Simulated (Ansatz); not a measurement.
## SiO2 (C2): refractive index against wavelength

The refractive index of SiO2 (C2) along x below the direct gap (6.07 eV on the mesh) is read from one computed spectrum, n = √(Re ε). x, y and z are the Cartesian axes of the input cell.

It takes space group C2 (No. 5, monoclinic). Conventional cell: a = 8.515 Å, b = 4.917 Å, c = 5.407 Å, α = 90.00°, β = 90.00°, γ = 90.00°. Si on site c has 4 O at 1.60 to 1.62 Å as nearest neighbours. Si on site b has 4 O at 1.61 Å as nearest neighbours. O on site c has 2 Si at 1.61 to 1.62 Å as nearest neighbours. Around O on site c lie 2 Si at 1.60 to 1.61 Å. O on site c is surrounded by 2 Si at 1.61 Å.

Method: Ansatz 0.2.0, LDA, independent particles, k-mesh 6×6×4 with interpolation inside its cells, Gaussian parameter 0.1 eV.

Launch of the response step: `ansatz run input.yaml --threads 4 --pin off --max-ram 8192MiB --backend cpu --events-out ev --progress --plain --runs-dir out`. The run took 89 s, on 4 threads of Intel(R) Xeon(R) Processor @ 2.50GHz (Skylake/Cascade Lake), with other jobs on the host.

| wavelength (nm) | photon energy E (eV) | n |
| --- | --- | --- |
| 700 | 1.771 | 1.6303 |
| 633 | 1.959 | 1.6327 |
| 532 | 2.331 | 1.6382 |
| 450 | 2.755 | 1.6459 |
| 405 | 3.061 | 1.6525 |
| 365 | 3.397 | ? |
| 308 | 4.025 | 1.6799 |

In the single-oscillator model n² − 1 = E₀E_d/(E₀² − E²), so 1/(n² − 1) = E₀/E_d − E²/(E₀E_d) is linear in E².

Working, on the rows shown:

| x = E² (eV²) | y = 1/(n² − 1) |
| --- | --- |
| 3.13716 | 0.603181 |
| 3.83641 | 0.600345 |
| 5.43137 | 0.59393 |
| 7.59115 | 0.585142 |
| 9.37179 | 0.577782 |
| 16.2043 | 0.548828 |

Means: x̄ = 7.5954, ȳ = 0.58487. Σ(x − x̄)(y − ȳ) = -0.4823, Σ(x − x̄)² = 116. Slope = -0.4823 / 116 = -0.004159; intercept = ȳ − slope · x̄ = 0.61646. Turned back into n, the line misses the rows shown by at most 0.00027.

Q: Predict the last column of the withheld row from the fit.

A: At x = 11.538 the line gives y = 0.56847, that is 1.6611. The run gave 1.6608, so the interpolation is off by 0.00026, 0.5 % of the range in the table.

Refitted with all rows, the slope is -0.004152 and the intercept 0.61644. These give E₀ = √(intercept/−slope) = 12.18 eV and E_d = E₀/intercept = 19.8 eV; E₀ is 2.0 times the direct gap. The electronic limit at long wavelengths, without lattice vibrations, is n = √(1 + 1/intercept) = 1.619. Excitons are left out and so are local fields; LDA gaps are as a rule too small.
